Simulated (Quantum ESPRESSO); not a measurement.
# 1T-HfO2, 1 layer, stepped through the share of short-range exact exchange, part 2 of 3

What law, if any, do the results for 1T-HfO2, 1 layer follow against the share of short-range exact exchange?

Quantum ESPRESSO 7.5; plane-wave DFT, PBE, SG15 norm-conserving pseudopotentials.

So far. Step 2 (Variable-cell relaxation of the reference):  The last row is no step: it is a fresh SCF in the final cell with a new plane-wave basis, +0 meV from the row before.

## 3. SCF with pw.x, 0

The self-consistent run of this member.

Level of this step: plane-wave DFT, PBE, SG15 norm-conserving pseudopotentials (Quantum ESPRESSO 7.5).

File m0.scf.in:

```
&control
  prefix = 'm0.scf'
  outdir = './out'
  pseudo_dir = './pseudo'
  calculation = 'scf'
  tprnfor = .true.
/
&system
  ibrav = 0
  nat = 3
  ntyp = 2
  ecutwfc = 60
  ecutrho = 240
  occupations = 'fixed'
  nbnd = 22
/
&electrons
  conv_thr = 1e-08
  mixing_beta = 0.6
  electron_maxstep = 120
/
ATOMIC_SPECIES
  O   15.9990  O_ONCV_PBE-1.2.upf
  Hf  178.4900  Hf_ONCV_PBE-1.2.upf
CELL_PARAMETERS angstrom
  3.24652186200000 0.00000000000000 0.00000000000000
  -1.62326093100000 2.81157040600000 0.00000000000000
  0.00000000000000 0.00000000000000 17.51859087600000
ATOMIC_POSITIONS crystal
  O   0.666666666700 0.333333333300 0.444849503000
  Hf  0.000000000000 0.000000000000 0.500000000000
  O   0.333333333300 0.666666666700 0.555150497000
K_POINTS automatic
  9 9 1 0 0 0
```

Command:

```
$ OMP_NUM_THREADS=1 mpirun -n 4 pw.x -nk 4 -in m0.scf.in > m0.scf.out
```

Log:

```text
[banner, memory and clock lines left out]
Program PWSCF v.7.5 starts
[citation notice left out]

[...]
Message from routine setup:
[...]
bravais-lattice index     =            0
     lattice parameter (alat)  =       6.1350  a.u.
     unit-cell volume          =    1079.1034 (a.u.)^3
     number of atoms/cell      =            3
     number of atomic types    =            2
     number of electrons       =        38.00
     number of Kohn-Sham states=           22
     kinetic-energy cutoff     =      60.0000  Ry
     charge density cutoff     =     240.0000  Ry
     scf convergence threshold =      1.0E-08
     mixing beta               =       0.6000
     number of iterations used =            8  plain     mixing
     Exchange-correlation= PBE
                           (   1   4   3   4   0   0   0)

[...]
PseudoPot. # 1 for O  read from file:
     ./pseudo/O_ONCV_PBE-1.2.upf
     Pseudo is Norm-conserving, Zval =  6.0
     Generated using ONCVPSP code by D. R. Hamann
     Using radial grid of  602 points,  4 beta functions with:
                l(1) =   0
                l(2) =   0
                l(3) =   1
                l(4) =   1

     PseudoPot. # 2 for Hf read from file:
     ./pseudo/Hf_ONCV_PBE-1.2.upf
     Pseudo is Norm-conserving, Zval = 26.0
     Generated using ONCVPSP code by D. R. Hamann
     Using radial grid of  602 points,  8 beta functions with:
                l(1) =   0
                l(2) =   0
                l(3) =   1
                l(4) =   1
                l(5) =   2
                l(6) =   2
                l(7) =   3
                l(8) =   3

     atomic species   valence    mass     pseudopotential
     O                 6.00    15.99900     O ( 1.00)
     Hf               26.00   178.49000     Hf( 1.00)

     12 Sym. Ops., with inversion, found

[...]
number of k points=    12
[...]
Dense  grid:    67483 G-vectors     FFT dimensions: (  32,  32, 180)

     Initial potential from superposition of free atoms

     starting charge      37.8766, renormalised to      38.0000

     negative rho (up, down):  6.756E-04 0.000E+00
     Starting wfcs are random

     per-process dynamical memory:    50.0 Mb

     Self-consistent Calculation

     iteration #  1     ecut=    60.00 Ry     beta= 0.60
     Davidson diagonalization with overlap
     ethr =  1.00E-02,  avg # of iterations = 18.1

     negative rho (up, down):  1.041E-04 0.000E+00

     total energy              =    -511.25173385 Ry
     estimated scf accuracy    <       1.06812522 Ry

     iteration #  2     ecut=    60.00 Ry     beta= 0.60
[...]
negative rho (up, down):  4.765E-05 0.000E+00

[...]
total energy              =    -511.48631149 Ry
     estimated scf accuracy    <       1.14469418 Ry

     iteration #  3     ecut=    60.00 Ry     beta= 0.60
[...]
negative rho (up, down):  6.020E-06 0.000E+00

[...]
total energy              =    -511.71760625 Ry
     estimated scf accuracy    <       0.01040232 Ry

     iteration #  4     ecut=    60.00 Ry     beta= 0.60
[...]
total energy              =    -511.72074328 Ry
     estimated scf accuracy    <       0.00612346 Ry

     iteration #  5     ecut=    60.00 Ry     beta= 0.60
[...]
total energy              =    -511.72194508 Ry
     estimated scf accuracy    <       0.00002890 Ry

     iteration #  6     ecut=    60.00 Ry     beta= 0.60
[...]
total energy              =    -511.72198289 Ry
     estimated scf accuracy    <       0.00000972 Ry

     iteration #  7     ecut=    60.00 Ry     beta= 0.60
[...]
total energy              =    -511.72198364 Ry
     estimated scf accuracy    <       0.00000100 Ry

     iteration #  8     ecut=    60.00 Ry     beta= 0.60
[...]
total energy              =    -511.72198391 Ry
     estimated scf accuracy    <       0.00000123 Ry

     iteration #  9     ecut=    60.00 Ry     beta= 0.60
[...]
End of self-consistent calculation

          k = 0.0000 0.0000 0.0000 (  8499 PWs)   bands (ev):

   -62.7454 -31.6513 -31.1502 -31.1502 -19.7000 -17.9850 -12.7315 -12.6475
   -12.6475 -12.5928 -12.5928 -12.4358 -12.3626  -6.1931  -6.1931  -5.8265
    -3.2089  -2.8252  -2.8252   2.5035   2.5035   2.8644

          k = 0.0000 0.1283 0.0000 (  8505 PWs)   bands (ev):

   -62.7413 -31.6318 -31.2506 -31.1678 -19.5130 -18.0861 -12.7308 -12.6509
   -12.6477 -12.5883 -12.5881 -12.4445 -12.3782  -6.1333  -6.0415  -5.6852
    -3.3493  -3.0116  -3.0010   2.4844   2.7874   3.2141

[...]
highest occupied, lowest unoccupied level (ev):    -2.6258    2.2323

!    total energy              =    -511.72198416 Ry
     estimated scf accuracy    <          5.4E-09 Ry

     The total energy is the sum of the following terms:
     one-electron contribution =   -2420.66117604 Ry
     hartree contribution      =    1221.82092484 Ry
     xc contribution           =     -52.60122615 Ry
     ewald contribution        =     739.71949319 Ry

     convergence has been achieved in   9 iterations

     Forces acting on atoms (cartesian axes, Ry/au):

     atom    1 type  1   force =     0.00000000   -0.00000000   -0.00330506
     atom    2 type  2   force =     0.00000000    0.00000000    0.00000000
     atom    3 type  1   force =    -0.00000000   -0.00000000    0.00330506

     Total force =     0.004674     Total SCF correction =     0.000074

[...]
```

Wall time 12 s (4 MPI ranks of Arm Neoverse V2, shared host); peak memory 0.41 GiB.

This step gave:

```
free energy                          : -6962.3323 eV
valence top, on the run's zero       : -2.626 eV
conduction bottom, on the run's zero : 2.232 eV
gap by band count                    : 4.858 eV
```

## 4. Potential by pp.x, 0

plot_num = 11 writes the bare and Hartree potential, from which vacuum levels or, in a crystal, the mean potential are read.

File m0.pot.in:

```
&inputpp
  prefix = 'm0.scf'
  outdir = './out'
  filplot = 'm0.pot.dat'
  plot_num = 11
/
```

Command:

```
$ OMP_NUM_THREADS=1 mpirun -n 4 pp.x -in m0.pot.in > m0.pot.out
```

Log:

```text
[banner, memory and clock lines left out]
Program POST-PROC v.7.5 starts

          URL

     ./out/m0.scf.save/

     IMPORTANT: XC functional enforced from input :
     Exchange-correlation= PBE
                           (   1   4   3   4   0   0   0)
     Any further DFT definition will be discarded
     Please, verify this is what you really want

     Calling punch_plot, plot_num =  11
     Writing data to file  m0.pot.dat
     Message from routine chdens:
     namelist plot not found or invalid, exiting
```

Wall time 0.77 s (4 MPI ranks); peak memory 0.09 GiB.

Numbers from this step:

```
potential in the middle of the vacuum, over the valence top : 7.880 eV
```

Electrostatic potential energy of an electron; zero at the highest filled level of the SCF mesh. Table of potential energy, planar mean by z:

```csv
z (Å),"potential energy, planar mean (eV)"
0.0,7.88
0.5,7.88
1.0,7.88
1.5,7.88
2.0,7.88
2.5,7.88
3.0,7.88
3.5,7.88
4.0,7.88
4.5,7.88
5.0,7.88
5.5,7.87
6.0,7.83
6.5,7.61
7.0,6.33
7.5,-1.37
8.0,-9.47
8.5,-17.0
9.0,-17.5
9.5,-9.42
10.0,-1.95
10.5,6.22
11.0,7.60
11.5,7.83
12.0,7.87
12.5,7.88
13.0,7.88
13.5,7.88
14.0,7.88
14.5,7.88
15.0,7.88
15.5,7.88
16.0,7.88
16.5,7.88
17.0,7.88
```

## 5. Self-consistent run, 0.1

Level of this step: plane-wave DFT, screened hybrid with 0.1 exact exchange, SG15 norm-conserving pseudopotentials (Quantum ESPRESSO 7.5). input_dft overrides the functional of the files.

m1.scf.in is the input of step 3 with these lines changed:

```diff
@@ -1,3 +1,3 @@
 &control
-  prefix = 'm0.scf'
+  prefix = 'm1.scf'
   outdir = './out'
@@ -15,2 +15,8 @@
   nbnd = 22
+  input_dft = 'hse'
+  exx_fraction = 0.1
+  nqx1 = 3
+  nqx2 = 3
+  nqx3 = 1
+  ecutfock = 60
 /
```

Command:

```
$ OMP_NUM_THREADS=1 mpirun -n 4 pw.x -nk 4 -in m1.scf.in > m1.scf.out
```

Log:

```text
[banner, memory and clock lines left out]
Program PWSCF v.7.5 starts
[...]
Message from routine setup:
[...]
number of electrons       =        38.00
     number of Kohn-Sham states=           22
     kinetic-energy cutoff     =      60.0000  Ry
     charge density cutoff     =     240.0000  Ry
[...]
number of k points=    12
[...]
Dense  grid:    67483 G-vectors     FFT dimensions: (  32,  32, 180)
[...]
negative rho (up, down):  6.756E-04 0.000E+00
     Starting wfcs are random
[...]
negative rho (up, down):  1.041E-04 0.000E+00
[...]
estimated scf accuracy    <       1.06812522 Ry
[...]
negative rho (up, down):  4.765E-05 0.000E+00
[...]
estimated scf accuracy    <       1.14469418 Ry
[...]
negative rho (up, down):  6.020E-06 0.000E+00
[...]
estimated scf accuracy    <       0.01040232 Ry
[...]
estimated scf accuracy    <       0.00612346 Ry
[...]
estimated scf accuracy    <       0.00002890 Ry
[...]
estimated scf accuracy    <       0.00000972 Ry
[...]
estimated scf accuracy    <       0.00000100 Ry
[...]
estimated scf accuracy    <       0.00000123 Ry
[...]
highest occupied, lowest unoccupied level (ev):    -2.6258    2.2323
!    total energy              =    -511.72198416 Ry
     estimated scf accuracy    <          5.4E-09 Ry
     convergence has been achieved in   9 iterations
[...]
estimated scf accuracy    <       0.00035867 Ry
[...]
estimated scf accuracy    <       0.00010252 Ry
[...]
estimated scf accuracy    <       0.00001036 Ry
[...]
estimated scf accuracy    <       0.00000055 Ry
[...]
estimated scf accuracy    <       0.00000003 Ry
[...]
highest occupied, lowest unoccupied level (ev):    -3.0664    2.2813
!    total energy              =    -511.16298541 Ry
     estimated scf accuracy    <          8.4E-10 Ry
     convergence has been achieved in   6 iterations
[...]
estimated scf accuracy    <       0.00000032 Ry
[...]
estimated scf accuracy    <       0.00000003 Ry
[...]
highest occupied, lowest unoccupied level (ev):    -3.0667    2.2842
!    total energy              =    -511.16303402 Ry
     estimated scf accuracy    <          8.3E-10 Ry
     convergence has been achieved in   3 iterations
[...]
highest occupied, lowest unoccupied level (ev):    -3.0667    2.2842
!    total energy              =    -511.16303425 Ry
     estimated scf accuracy    <          5.0E-09 Ry
     convergence has been achieved in   1 iterations
[...]
!!   total energy              =    -511.16303425 Ry
[...]
Total force =     0.007983     Total SCF correction =     0.000023
[...]
```

Wall time 70 s (4 MPI ranks); peak memory 3.3 GiB; 4.6 min of CPU time.

Numbers from this step:

- free energy: -6954.7274 eV
- valence top, on the run's zero: -3.067 eV
- conduction bottom, on the run's zero: 2.284 eV
- gap by band count: 5.351 eV

## 6. Self-consistent run, 0.3

Level of this step: plane-wave DFT, screened hybrid with 0.3 exact exchange, SG15 norm-conserving pseudopotentials (Quantum ESPRESSO 7.5). input_dft overrides the functional of the files.

m5.scf.in is the input of step 5 with these lines changed:

```diff
@@ -1,3 +1,3 @@
 &control
-  prefix = 'm1.scf'
+  prefix = 'm5.scf'
   outdir = './out'
@@ -16,3 +16,3 @@
   input_dft = 'hse'
-  exx_fraction = 0.1
+  exx_fraction = 0.3
   nqx1 = 3
```

Command:

```
$ OMP_NUM_THREADS=1 mpirun -n 4 pw.x -nk 4 -in m5.scf.in > m5.scf.out
```

Log:

```text
[banner, memory and clock lines left out]
Program PWSCF v.7.5 starts
[...]
Message from routine setup:
[...]
number of electrons       =        38.00
     number of Kohn-Sham states=           22
     kinetic-energy cutoff     =      60.0000  Ry
     charge density cutoff     =     240.0000  Ry
[...]
number of k points=    12
[...]
Dense  grid:    67483 G-vectors     FFT dimensions: (  32,  32, 180)
[...]
negative rho (up, down):  6.756E-04 0.000E+00
     Starting wfcs are random
[...]
negative rho (up, down):  1.041E-04 0.000E+00
[...]
estimated scf accuracy    <       1.06812522 Ry
[...]
negative rho (up, down):  4.765E-05 0.000E+00
[...]
estimated scf accuracy    <       1.14469418 Ry
[...]
negative rho (up, down):  6.020E-06 0.000E+00
[...]
estimated scf accuracy    <       0.01040232 Ry
[...]
estimated scf accuracy    <       0.00612346 Ry
[...]
estimated scf accuracy    <       0.00002890 Ry
[...]
estimated scf accuracy    <       0.00000972 Ry
[...]
estimated scf accuracy    <       0.00000100 Ry
[...]
estimated scf accuracy    <       0.00000123 Ry
[...]
highest occupied, lowest unoccupied level (ev):    -2.6258    2.2323
!    total energy              =    -511.72198416 Ry
     estimated scf accuracy    <          5.4E-09 Ry
     convergence has been achieved in   9 iterations
[...]
estimated scf accuracy    <       0.00273775 Ry
[...]
estimated scf accuracy    <       0.00046231 Ry
[...]
estimated scf accuracy    <       0.00005536 Ry
[...]
estimated scf accuracy    <       0.00000234 Ry
[...]
estimated scf accuracy    <       0.00000009 Ry
[...]
highest occupied, lowest unoccupied level (ev):    -3.9593    2.3591
!    total energy              =    -510.05193125 Ry
     estimated scf accuracy    <          3.5E-09 Ry
     convergence has been achieved in   6 iterations
[...]
estimated scf accuracy    <       0.00001658 Ry
[...]
estimated scf accuracy    <       0.00000140 Ry
[...]
estimated scf accuracy    <       0.00000028 Ry
[...]
estimated scf accuracy    <       0.00000001 Ry
[...]
highest occupied, lowest unoccupied level (ev):    -3.9638    2.3762
!    total energy              =    -510.05303951 Ry
     estimated scf accuracy    <          2.9E-10 Ry
     convergence has been achieved in   5 iterations
[...]
estimated scf accuracy    <       0.00000077 Ry
[...]
estimated scf accuracy    <       0.00000014 Ry
[...]
estimated scf accuracy    <       0.00000002 Ry
[...]
highest occupied, lowest unoccupied level (ev):    -3.9637    2.3805
!    total energy              =    -510.05306590 Ry
     estimated scf accuracy    <          4.1E-10 Ry
     convergence has been achieved in   4 iterations
[...]
estimated scf accuracy    <       0.00000009 Ry
[...]
estimated scf accuracy    <       0.00000003 Ry
[...]
highest occupied, lowest unoccupied level (ev):    -3.9635    2.3816
!    total energy              =    -510.05306785 Ry
     estimated scf accuracy    <          1.4E-09 Ry
     convergence has been achieved in   3 iterations
[...]
highest occupied, lowest unoccupied level (ev):    -3.9637    2.3817
!    total energy              =    -510.05306805 Ry
     estimated scf accuracy    <          7.6E-09 Ry
     convergence has been achieved in   1 iterations
[...]
highest occupied, lowest unoccupied level (ev):    -3.9636    2.3822
!    total energy              =    -510.05306807 Ry
     estimated scf accuracy    <          4.1E-09 Ry
     convergence has been achieved in   1 iterations
[...]
!!   total energy              =    -510.05306807 Ry
[...]
Total force =     0.032848     Total SCF correction =     0.000099
[...]
```

The job ended after 1.7 min (4 MPI ranks; peak memory 3.3 GiB).

Read from the output:

```
free energy                          : -6939.6255 eV
valence top, on the run's zero       : -3.964 eV
conduction bottom, on the run's zero : 2.382 eV
gap by band count                    : 6.346 eV
```

[end of part 2 of 3]

[Logs are printed without paths, hosts, clocks, repeated set-up lines and the standing remarks that a program may print on its own settings, such as how far it seeks lower states.]

[Hosts, paths, dates, database ids (printed as entryN), source tags and the programs' standing remarks are cut or masked in the printed files.]

[Maps of the electrostatic potential energy from Ansatz leave out the sawtooth potential of an applied field or a dipole correction, so their vacuum need not be flat; planar profiles and work functions include it.]
